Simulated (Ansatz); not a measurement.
## Bands, cutoff and cost in G0W0 for MoSSe/WS2 (van der Waals superlattice) (P3m1)

Aim: see how the G0W0 gap of MoSSe/WS2 (van der Waals superlattice) (P3m1) on PBEsol moves with empty bands and screening cutoff, and what each rung costs.

Main program and level: Ansatz 0.2.0; G0W0 on PBEsol, plane waves, PAW; PAW set soft_1.

The structure was built from a prototype and need not be the compound's stable phase.

### Step 1. The starting structure

Symmetry: P3m1, No. 156, trigonal system. The conventional cell has a = 3.147 Å, b = 3.147 Å, c = 11.795 Å, α = 90.00°, β = 90.00°, γ = 120.00°. Nearest to Mo lie 3 S at 2.38 Å and 3 Se at 2.50 Å. S has 3 Mo at 2.38 Å nearest. Nearest to Se lie 3 Mo at 2.50 Å. W has 6 S at 2.39 Å nearest. Nearest to S lie 3 W at 2.39 Å. Nearest to S lie 3 W at 2.39 Å. It derives from Mo1S1Se1. Farther neighbours and most contacts between anions are not listed.

Structure file:

```cif
data_structure
_symmetry_space_group_name_H-M 'P 1'
_symmetry_Int_Tables_number 1
_cell_length_a 3.1465
_cell_length_b 3.1465
_cell_length_c 11.7952
_cell_angle_alpha 90.000
_cell_angle_beta 90.000
_cell_angle_gamma 120.000
_cell_volume 101.13
loop_
_atom_site_label
_atom_site_type_symbol
_atom_site_fract_x
_atom_site_fract_y
_atom_site_fract_z
_atom_site_occupancy
Mo1 Mo 0.33333 0.66667 0.26022 1
S2 S 0.66667 0.33333 0.39027 1
Se3 Se 0.66667 0.33333 0.11507 1
W4 W 0.00000 0.00000 0.74885 1
S5 S 0.33333 0.66667 0.88097 1
S6 S 0.33333 0.66667 0.61660 1
```

The structure was relaxed with PBEsol-D3(BJ). The runs that relaxed it are not among those shown. Spin-orbit coupling is left out unless a step names it.

### Step 2. 106 empty bands, screening to 60 eV

Now the one-shot GW correction: screening in the RPA, then the self-energy of the levels asked for. This step takes PAW set soft_1 files.

input.yaml

```yaml
crystal:
  lattice:
    - [3.1465192881, 0.0, 0.0]
    - [-1.573259644, 2.724965637, 0.0]
    - [0.0, 0.0, 11.7951878716]
  atoms:
    - { symbol: Mo, position: [0.3333333333, 0.6666666667, 0.260223358] }
    - { symbol: S, position: [0.6666666667, 0.3333333333, 0.3902662223] }
    - { symbol: Se, position: [0.6666666667, 0.3333333333, 0.1150677766] }
    - { symbol: W, position: [0.0, 0.0, 0.7488498471] }
    - { symbol: S, position: [0.3333333333, 0.6666666667, 0.880967243] }
    - { symbol: S, position: [0.3333333333, 0.6666666667, 0.6165968216] }
kpoints:
  mp_grid: { grid: [9, 9, 2] }
hamiltonian:
  xc: pbesol
  pseudopotentials: { kind: paw, azcp: { folder: soft_1 }, xc_functional: pbe }
scf:
  occupations: { method: fixed }
gw:
  n_empty_bands: 106
  ecut_chi: 60
  qp_bands: [v2, c2]
  qp_kpoints: band_edges
  screening: { model: contour_deformation }
```

Run with:

```sh
> ansatz run input.yaml --threads 2 --pin off --max-ram 92160MiB --backend cuda --events-out ev --progress --plain --runs-dir out --devices 1 --max-vram 13GiB
```

Numbers of over 12 decimals in the logs are rounded to 6 here.

Log:

```text
GPUs: using 1 of 1 available (devices: 1).
Engine: ansatz 0.2.0, x86_64-unknown-linux-gnu
Pseudopotentials: kind: paw
Pseudopotential: Mo, paw, valence charge 14, recommended cutoff 420 eV (normal), soft_1/Mo.paw.azcp
Pseudopotential: S, paw, valence charge 6, recommended cutoff 420 eV (normal), soft_1/S.paw.azcp
Pseudopotential: Se, paw, valence charge 16, recommended cutoff 420 eV (normal), soft_1/Se.paw.azcp
Pseudopotential: W, paw, valence charge 14, recommended cutoff 420 eV (normal), soft_1/W.paw.azcp
Functional definition: PBEsol
  exchange = pbesol_x
  correlation = pbesol_c
device memory: the entry about to start is reckoned to put 1.4 GiB on a device that reports 38.4 GiB free (of which the cap on the GPU budget leaves the run 13.0 GiB)
GPU FFT provider: cuFFT
GPU libraries: cuBLAS 13.8.2, cuFFT 12.4.0, cuSOLVER 12.3.4
Crystal: 6 atoms, lattice volume = 101.134 Å³
Basis set: ecut = 420 eV, 1971 PW (Γ)
Bands: 38, of which v1, the nominal top of the filled ones, is band 31 counted from 1 (30 counted from 0)
Symmetry: 6 space group operations
Space group: P3m1 (ITA 156), of the structure as read, at distance tolerance 4.7e-5 Å
k-points: 24 of 162 (time reversal used)
Non-local potential: Mo, projectors of the file, l = 0: 3, l = 1: 2, l = 2: 2, l = 3: 1
Non-local potential: S, projectors of the file, l = 0: 2, l = 1: 2, l = 2: 1
Non-local potential: Se, projectors of the file, l = 0: 2, l = 1: 2, l = 2: 3, l = 3: 1
Non-local potential: W, projectors of the file, l = 0: 3, l = 1: 2, l = 2: 2, l = 3: 1
PAW form: soft (Blöchl's): semilocal exchange-correlation on the pseudo side does not see the compensation charge
PAW frozen core: Mo, regenerated for the run's functional, and the local potential with it (the file was generated under x = pbe(κ = 0.804, μ = 0.219515), c = pbe(β = 0.066725))
PAW frozen core: S, regenerated for the run's functional, and the local potential with it (the file was generated under x = pbe(κ = 0.804, μ = 0.219515), c = pbe(β = 0.066725))
PAW frozen core: Se, regenerated for the run's functional, and the local potential with it (the file was generated under x = pbe(κ = 0.804, μ = 0.219515), c = pbe(β = 0.066725))
PAW frozen core: W, regenerated for the run's functional, and the local potential with it (the file was generated under x = pbe(κ = 0.804, μ = 0.219515), c = pbe(β = 0.066725))
PAW one-centre angular grid: Mo, 590 points (default); XC on 64 Gauss nodes
PAW one-centre angular grid: S, 110 points (default); XC on 64 Gauss nodes
PAW one-centre angular grid: Se, 590 points (default); XC on 64 Gauss nodes
PAW one-centre angular grid: W, 590 points (default); XC on 64 Gauss nodes
Initial density: superposition of atomic densities (chi_scale 0.1, normalization cell, long waves kept (reshape's long-wave potential 0.70 eV rms))
Initial wavefunctions: pseudopotential atomic-orbital guess
GPU buffer pool allocated for 46080 grid points (all kernels)
GPU transforms: local potential and band sums: pruned to the plane-wave sphere, on 24×24×80
Functional: x = pbesol(κ = 0.804, μ = 0.123457), c = pbesol(β = 0.046)
SCF iter   1: F=—  HF=-23240.847310 eV  |F-HF|=—  |Δ(HF+E_count)|=         —  Δρ=4.83e-2  dr2=9.32e0  ethr=3.10e-3  ⟨swp⟩=5.0  Hψ=3533  notcnv=0  defer=109
preconditioner: auto → Resta (q_TF=auto, 2.515 Å⁻¹)  ε∞=7.9  [insulator: Δε(μ)=0.060 eV  Ē_g=8.455 eV  n_scr=26 (ndim 8)  ℏωp=22.2 eV  f_vac=0.000  ε∞_Penn≈7.9]
SCF iter   2: F=—  HF=-23239.552303 eV  |F-HF|=—  |Δ(HF+E_count)|=    1.30e0  Δρ=2.94e-2  dr2=1.48e0  ethr=3.10e-3  ⟨swp⟩=3.0  Hψ=1499  notcnv=0  defer=105
SCF iter   3: F=—  HF=-23239.191013 eV  |F-HF|=—  |Δ(HF+E_count)|=   3.61e-1  Δρ=1.31e-2  dr2=7.30e-1  ethr=2.39e-3  ⟨swp⟩=2.3  Hψ=1607  notcnv=0  defer=86
SCF iter   4: F=—  HF=-23239.096713 eV  |F-HF|=—  |Δ(HF+E_count)|=   9.43e-2  Δρ=4.41e-3  dr2=2.98e-2  ethr=1.18e-3  ⟨swp⟩=2.5  Hψ=2343  notcnv=0  defer=100
SCF iter   5: F=—  HF=-23239.091880 eV  |F-HF|=—  |Δ(HF+E_count)|=   4.83e-3  Δρ=2.00e-3  dr2=8.11e-3  ethr=4.80e-5  ⟨swp⟩=2.8  Hψ=1326  notcnv=0  defer=119
SCF iter   6: F=—  HF=-23239.091323 eV  |F-HF|=—  |Δ(HF+E_count)|=   5.57e-4  Δρ=7.41e-4  dr2=7.81e-4  ethr=1.31e-5  ⟨swp⟩=2.7  Hψ=1307  notcnv=0  defer=120
SCF iter   7: F=—  HF=-23239.091356 eV  |F-HF|=—  |Δ(HF+E_count)|=   3.28e-5  Δρ=2.73e-4  dr2=1.34e-4  ethr=1.26e-6  ⟨swp⟩=2.0  Hψ=1364  notcnv=0  defer=120
SCF iter   8: F=—  HF=-23239.091374 eV  |F-HF|=—  |Δ(HF+E_count)|=   1.78e-5  Δρ=9.21e-5  dr2=2.97e-5  ethr=2.17e-7  ⟨swp⟩=2.0  Hψ=1222  notcnv=0  defer=102
SCF iter   9: F=—  HF=-23239.091374 eV  |F-HF|=—  |Δ(HF+E_count)|=   3.73e-7  Δρ=3.01e-5  dr2=9.12e-7  ethr=4.79e-8  ⟨swp⟩=2.0  Hψ=1122  notcnv=0  defer=73
SCF iter  10: F=-23239.091375 eV  HF=-23239.091375 eV  |F-HF|=2.57e-8  |Δ(HF+E_count)|=   6.50e-7  Δρ=8.15e-6  dr2=7.14e-8  ethr=1.61e-10  ⟨swp⟩=9.5  Hψ=4523  notcnv=0
SCF 1 converged in 10 iterations: F = -23239.091375 eV  dr2 = 7.14e-8
  greatest PAW one-centre occupation: 1.000 electrons in one spin orbital (limit 2), on the Se atom at site 2 (counted from 0), in its partial waves of l = 2
device memory: the entry about to start is reckoned to put 1.4 GiB (of the 1.6 GiB reckoned in all, the device holds 0.1 GiB already) on a device that reports 48.8 GiB free (of which the cap on the GPU budget leaves the run 12.9 GiB)
NSCF: frozen V_eff on 24 k-points, pencils in batches of 32, up to order 152
the band table was solved once the SCF had ended and its energy, with any forces and stress, was formed, with the checks that follow a solve (3705 applications of the Hamiltonian). They found nothing against the state; the energy, forces and stress were not computed again (output.eigenvalues in the input reference)
device memory: the entry about to start is reckoned to put 2.8 GiB on a device that reports 49.0 GiB free (of which the cap on the GPU budget leaves the run 13.0 GiB)
NSCF: frozen V_eff on 24 k-points
G₀W₀ screening: q 1/24
[... further progress lines ...]
device memory: the entry about to start is reckoned to put 0.6 GiB on a device that reports 37.8 GiB free (of which the cap on the GPU budget leaves the run 13.0 GiB)
NSCF: frozen V_eff on 1 k-points
device memory: the entry about to start is reckoned to put 0.6 GiB on a device that reports 37.7 GiB free (of which the cap on the GPU budget leaves the run 13.0 GiB)
NSCF: frozen V_eff on 1 k-points
SCF converged after 10 iterations
Free energy (F): -23239.091375 eV
Harris-Foulkes:  -23239.091375 eV  (|F-HF|=2.57e-8)
Internal energy: -23239.091375 eV  (E = F + TS)
E sigma→0 (E₀):  -23239.091375 eV
Fermi energy:    13.310992 eV
--- Per-component energies (eV) ---
  E_band       = -603.054183
  E_kinetic    = 1279.898505
  E_local      = -6397.333379  (includes V_loc(G=0)·N_el)
  E_nonlocal   = -120.765957
  E_hartree    = 2986.084299
  E_xc         = -793.746670
  E_vxc        = -793.812805  (∫ρ·V_xc dr)
  E_paw        = -15468.628042  (= ΣΔE_a)
  E_vpaw       = -543.209426  (= ΣTr[D̂ρ^β])
  E_aug_tail   = -0.000165  (compensation charges beyond the density's cutoff)
  E_ewald      = -4726.225422
  E_core_change = 1.625458  (= ΣΔE_core)
  E_smearing   = -0.000000  (= −TS)
  E_closure    = -0.000000  (closes the sum)
  Σ components = -23239.091375   (vs F -23239.091375, Δ=0.00e0)
--- Band table (eV; the first three rows and the last of 24) ---
  k-point 0: bands = [... 27 lower, 11.3470, 11.5649, 12.2773, 13.3110, 15.2518, 15.2518, 15.4171, 15.4171, ... 3 higher]
  k-point 1: bands = [... 27 lower, 11.3457, 11.3457, 12.7880, 13.2226, 15.2476, 15.2476, 15.4102, 15.4102, ... 3 higher]
  k-point 2: bands = [... 27 lower, 11.1081, 11.6226, 12.2838, 12.8199, 15.0547, 15.1930, 15.2325, 15.2965, ... 3 higher]
  k-point 23: bands = [... 27 lower, 9.9695, 10.0452, 12.4016, 12.4462, 14.2932, 14.3121, 14.9096, 15.1415, ... 3 higher]
--- G₀W₀: contour deformation, 7 samples at zero and on the imaginary axis and 2 off it, 162 q-points, 106 empty bands' worth ---
  eigenvalues of the whole cell's RPA ε∞ on this k-mesh (on a slab, of 1 + 4πα/V) = 9.1149, 16.2441, 16.2441; static W/v taken at q = 0 is 0.074101
  gw.qp_kpoints: band_edges: 17 of 24 stored k-points solved, in 1 pass; an edge of the gap read off the rows below is read off those points alone
    valence top: of the k-points left out ik 11 came nearest to being solved in a further pass, in band 31 (counted from 1, as in the quasiparticle table): it holds the edge there only if its correction is more favourable than any solved in that band by at least 1.143 eV; those differ by 0.261 eV
    conduction bottom: of the k-points left out ik 15 came nearest to being solved in a further pass, in band 32 (counted from 1, as in the quasiparticle table): it holds the edge there only if its correction is more favourable than any solved in that band by at least 0.600 eV; those differ by 0.272 eV
    ik  band        ε_KS         Σx   Σc(E_QP)       V_xc       Z   E_QP_lin       E_QP  E_QP is
     0    30     12.2773   -18.6063     2.0034   -16.7527  0.7704    12.4269    12.4273  root
     0    31     13.3110   -19.5345     0.8140   -19.1800  0.7640    13.7693    13.7705  root
     0    32     15.2518   -13.7074    -3.7973   -18.3185  0.7656    16.0767    16.0655  root
     0    33     15.2518   -13.7074    -3.7973   -18.3185  0.7656    16.0767    16.0655  root
     1    30     12.7880   -19.3951     1.1537   -18.6632  0.7630    13.2084    13.2098  root
     1    31     13.2226   -19.2411     1.0545   -18.5643  0.7674    13.5993    13.6003  root
     1    32     15.2476   -13.6794    -3.7786   -18.2572  0.7656    16.0579    16.0468  root
     1    33     15.2476   -13.6794    -3.7786   -18.2572  0.7656    16.0579    16.0468  root
     2    30     12.2838   -18.6900     1.9828   -16.8692  0.7707    12.4455    12.4458  root
     2    31     12.8199   -19.2956     1.0854   -18.6220  0.7629    13.2303    13.2317  root
     2    32     15.0547   -13.7841    -3.6550   -18.1908  0.7589    15.8177    15.8064  root
     2    33     15.1930   -13.9676    -3.5862   -18.2945  0.7566    15.9445    15.9337  root
     3    30     12.5114   -19.3689     1.2977   -18.4732  0.7618    12.9118    12.9133  root
     3    31     12.8172   -19.1360     1.2412   -18.2446  0.7658    13.1659    13.1669  root
     3    32     15.1101   -13.9106    -3.7396   -18.4586  0.7624    15.9307    15.9185  root
     3    33     15.2088   -13.8616    -3.8773   -18.5532  0.7626    16.0357    16.0231  root
     4    30     11.6623   -18.8929     1.8527   -17.2697  0.7625    11.8911    11.8918  root
     4    31     11.8679   -18.9919     1.7613   -17.5286  0.7549    12.1648    12.1660  root
     4    32     14.2094   -13.7136    -3.5232   -18.0030  0.7669    14.9839    14.9755  root
     4    33     14.8039   -14.3076    -3.5750   -18.6588  0.7588    15.5908    15.5801  root
     6    30     11.3841   -18.7840     1.8173   -17.2832  0.7489    11.6990    11.7005  root
     6    31     11.5122   -19.3817     2.0265   -17.6496  0.7574    11.8055    11.8067  root
     6    32     14.3516   -14.2063    -3.7840   -18.8167  0.7604    15.1893    15.1779  root
     6    33     14.6878   -15.3833    -3.8229   -20.1035  0.7501    15.6008    15.5851  root
[...]
22    30     12.3751   -18.9298     0.8779   -18.5699  0.7545    12.8907    12.8930  root
    22    31     12.3872   -18.8746     0.8640   -18.3941  0.7698    12.7696    12.7707  root
    22    32     14.2937   -15.8227    -3.3456   -19.9995  0.7708    15.1338    15.1249  root
    22    33     14.3055   -16.0802    -3.6325   -20.6627  0.7495    15.2709    15.2555  root
    23    30     12.4016   -19.0223     0.8857   -18.6576  0.7546    12.9204    12.9227  root
    23    31     12.4462   -19.0606     0.8783   -18.5746  0.7697    12.8374    12.8385  root
    23    32     14.2932   -15.7949    -3.3448   -19.9704  0.7710    15.1328    15.1238  root
    23    33     14.3121   -16.0610    -3.6286   -20.6376  0.7497    15.2754    15.2600  root
```

Wall time 31 s (1 × NVIDIA H100 80GB HBM3 (shared by 6 runs) with 2 threads of AMD EPYC 7R13 (Zen 3), shared host); peak memory 1.3 GiB.

In the SCF lines HF is the Harris–Foulkes energy and dr2 the Hartree energy of the density residual, in eV; the loop may stop once dr2 is under the threshold and the program's other checks hold. Hψ counts applications of the Hamiltonian.

This step gave:

```yaml
bands_summed: 137
rpa_eps_infinity_on_this_mesh_eigenvalues: 9.115, 16.24, 16.24
plane_waves_in_the_screening_matrix: 93
q_points_in_the_mesh: 162
g0w0_gap_on_the_mesh: 0.9120 eV
k_of_the_valence_top: 0, 0, 0
k_of_the_conduction_bottom: 0.1111, 0.2222, 0
starting_gap_on_the_mesh: 0.6087 eV
z_at_the_valence_top: 0.7640
z_at_the_conduction_bottom: 0.7682
least_direct_g0w0_gap_on_the_computed_points: 2.201 eV
```

The gap on the mesh goes from 0.61 eV to 0.91 eV, a correction of +0.30 eV. Between the two edge states, bare exchange in place of the xc potential would open the gap by 4.52 eV, and correlation takes back 4.22 eV.

### Step 3. 421 empty bands, screening to 150 eV

Another rung: the empty bands reach about as high as the screening cutoff, so the two stay in balance.

Changes to input.yaml since step 2:

```diff
@@ -20,4 +20,4 @@
 gw:
-  n_empty_bands: 106
-  ecut_chi: 60
+  n_empty_bands: 421
+  ecut_chi: 150.0
   qp_bands: [v2, c2]
```

Log:

```text
GPUs: using 1 of 1 available (devices: 1).
[...]
GPU FFT provider: cuFFT
GPU libraries: cuBLAS 13.8.2, cuFFT 12.4.0, cuSOLVER 12.3.4
Crystal: 6 atoms, lattice volume = 101.134 Å³
Basis set: ecut = 420 eV, 1971 PW (Γ)
Bands: 38, of which v1, the nominal top of the filled ones, is band 31 counted from 1 (30 counted from 0)
Symmetry: 6 space group operations
[...]
k-points: 24 of 162 (time reversal used)
[...]
GPU buffer pool allocated for 46080 grid points (all kernels)
[...]
SCF iter   1: F=—  HF=-23240.847310 eV  |F-HF|=—  |Δ(HF+E_count)|=         —  Δρ=4.83e-2  dr2=9.32e0  ethr=3.10e-3  ⟨swp⟩=5.0  Hψ=3533  notcnv=0  defer=109
[...]
SCF iter  10: F=-23239.091375 eV  HF=-23239.091375 eV  |F-HF|=2.57e-8  |Δ(HF+E_count)|=   6.50e-7  Δρ=8.15e-6  dr2=7.14e-8  ethr=1.61e-10  ⟨swp⟩=9.5  Hψ=4523  notcnv=0
SCF 1 converged in 10 iterations: F = -23239.091375 eV  dr2 = 7.14e-8
[...]
NSCF: frozen V_eff on 24 k-points, pencils in batches of 32, up to order 152
[...]
NSCF: frozen V_eff on 24 k-points
G₀W₀ screening: q 1/24
[... further progress lines ...]
[...]
SCF converged after 10 iterations
Free energy (F): -23239.091375 eV
[...]
Internal energy: -23239.091375 eV  (E = F + TS)
E sigma→0 (E₀):  -23239.091375 eV
Fermi energy:    13.310992 eV
[...]
--- Band table (eV; the first three rows and the last of 24) ---
  k-point 0: bands = [... 27 lower, 11.3470, 11.5649, 12.2773, 13.3110, 15.2518, 15.2518, 15.4171, 15.4171, ... 3 higher]
  k-point 1: bands = [... 27 lower, 11.3457, 11.3457, 12.7880, 13.2226, 15.2476, 15.2476, 15.4102, 15.4102, ... 3 higher]
  k-point 2: bands = [... 27 lower, 11.1081, 11.6226, 12.2838, 12.8199, 15.0547, 15.1930, 15.2325, 15.2965, ... 3 higher]
  k-point 23: bands = [... 27 lower, 9.9695, 10.0452, 12.4016, 12.4462, 14.2932, 14.3121, 14.9096, 15.1415, ... 3 higher]
[...]
bands read: the sum over 452 bands ends inside a degenerate multiplet in 2 slots, whose members it reads at an even weight; the widest, k=0: bands 452 to 453 (counted from 1) at 1/2 each
[...]
0    30     12.2773   -18.6063     1.4528   -16.7527  0.7636    11.8745    11.8766  root
     0    31     13.3110   -19.5345     0.2478   -19.1800  0.7548    13.2043    13.2043  root
     0    32     15.2518   -13.7074    -4.3105   -18.3185  0.7586    15.5537    15.5523  root
     0    33     15.2518   -13.7074    -4.3105   -18.3185  0.7586    15.5537    15.5523  root
     1    30     12.7880   -19.3951     0.6078   -18.6632  0.7550    12.6638    12.6640  root
     1    31     13.2226   -19.2411     0.4891   -18.5643  0.7586    13.0346    13.0348  root
     1    32     15.2476   -13.6794    -4.2913   -18.2572  0.7584    15.5354    15.5342  root
     1    33     15.2476   -13.6794    -4.2913   -18.2572  0.7584    15.5354    15.5342  root
[...]
23    30     12.4016   -19.0223     0.4024   -18.6576  0.7473    12.4394    12.4394  root
    23    31     12.4462   -19.0606     0.3682   -18.5746  0.7627    12.3283    12.3284  root
    23    32     14.2932   -15.7949    -3.8735   -19.9704  0.7623    14.5961    14.5951  root
    23    33     14.3121   -16.0610    -4.1446   -20.6376  0.7397    14.7469    14.7440  root
```

The job ended after 2.2 min (1 × NVIDIA H100 80GB HBM3 (shared by 6 runs) with 2 threads; peak memory 2.4 GiB; 3.6 min of CPU time).

This step gave:

```yaml
bands_summed: 452
rpa_eps_infinity_on_this_mesh_eigenvalues: 9.028, 15.67, 15.67
plane_waves_in_the_screening_matrix: 413
q_points_in_the_mesh: 162
g0w0_gap_on_the_mesh: 1.009 eV
k_of_the_valence_top: 0, 0, 0
k_of_the_conduction_bottom: 0.1111, 0.2222, 0
starting_gap_on_the_mesh: 0.6087 eV
z_at_the_valence_top: 0.7548
z_at_the_conduction_bottom: 0.7609
least_direct_g0w0_gap_on_the_computed_points: 2.156 eV
```

Against the run with 9×9×2 mesh, 106 empty bands, screening to 60 eV, PAW set soft_1 files, the gap moves by +0.10 eV.

### Step 4. The runs together

Times are wall times on 1 × NVIDIA H100 80GB HBM3 (shared by 6 runs) with 2 threads of AMD EPYC 7R13 (Zen 3), shared host, good to a factor of about two.

```
 mesh           files            frequency  bands summed  cutoff (eV)  start (eV)  G0W0 (eV)     time  host memory (GiB)
9×9×2  PAW set soft_1  contour deformation           137           60       0.609      0.912     31 s                1.3
9×9×2  PAW set soft_1  contour deformation           452          150       0.609      1.009  2.2 min                2.4
```

How the two edges are built up, in eV (the quasiparticle level is the starting level plus Σx plus Σc less Vxc):

```
      run               edge  start      Σx     Σc     Vxc     Z     QP
137 bands        valence top  13.31  -19.53   0.81  -19.18  0.76  13.77
137 bands  conduction bottom  13.92  -13.80  -3.40  -17.96  0.77  14.68
452 bands        valence top  13.31  -19.53   0.25  -19.18  0.75  13.20
452 bands  conduction bottom  13.92  -13.80  -3.87  -17.96  0.76  14.21
```

### Step 5. Results

| Quantity | Value |
| --- | --- |
| 137 bands, 60 eV | 0.912 eV |
| 452 bands, 150 eV | 1.009 eV |
| estimated limit in bands and cutoff | 1.05 eV |
| mesh and start | 9×9×2, PBEsol |

A line in one over the bands through the two rungs gives 1.05 eV, +0.04 eV from the top rung; with two points alone it is an unchecked estimate. The rungs stand 0.14 eV (137 bands) and 0.04 eV (452 bands) from it. From 137 to 452 bands the gap moves by +0.10 eV while the time grows 4.3-fold. Σc changes by −0.57 eV at the valence top and −0.47 eV at the conduction bottom, so the levels themselves move more than the gap between them. The 9×9×2 mesh misses a band edge: over a band path and its finer mesh (run apart) the PBEsol gap is 0.51 eV, so the G0W0 gap over the zone may lie about 0.10 eV below its value on the mesh. The 9×9×2 mesh is coarse for this cell (its supercell is 24 Å along the shortest edge). The RPA ε∞ on it, from the PBEsol start, is 9.03 and 15.67; such meshes misread the long-range screening, most where the gap is narrow. The many-body steps are scalar-relativistic: spin-orbit coupling is not in them.

[Paths, hosts, dates, memory and timing lines, banners, echoed tables and standing remarks are left out of the program output.]

[Logs are printed without paths, hosts, clocks, repeated set-up lines and the standing remarks that a program may print on its own settings, such as how far it seeks lower states.]

[Runs of the session that timed out or met a known fault of the program may be left out.]

[Cells called generated may have been cut or substituted from an entry of the Crystallography Open Database or the Materials Project.]

[Hosts, paths, dates, database ids (printed as entryN), source tags and the programs' standing remarks are cut or masked in the printed files.]
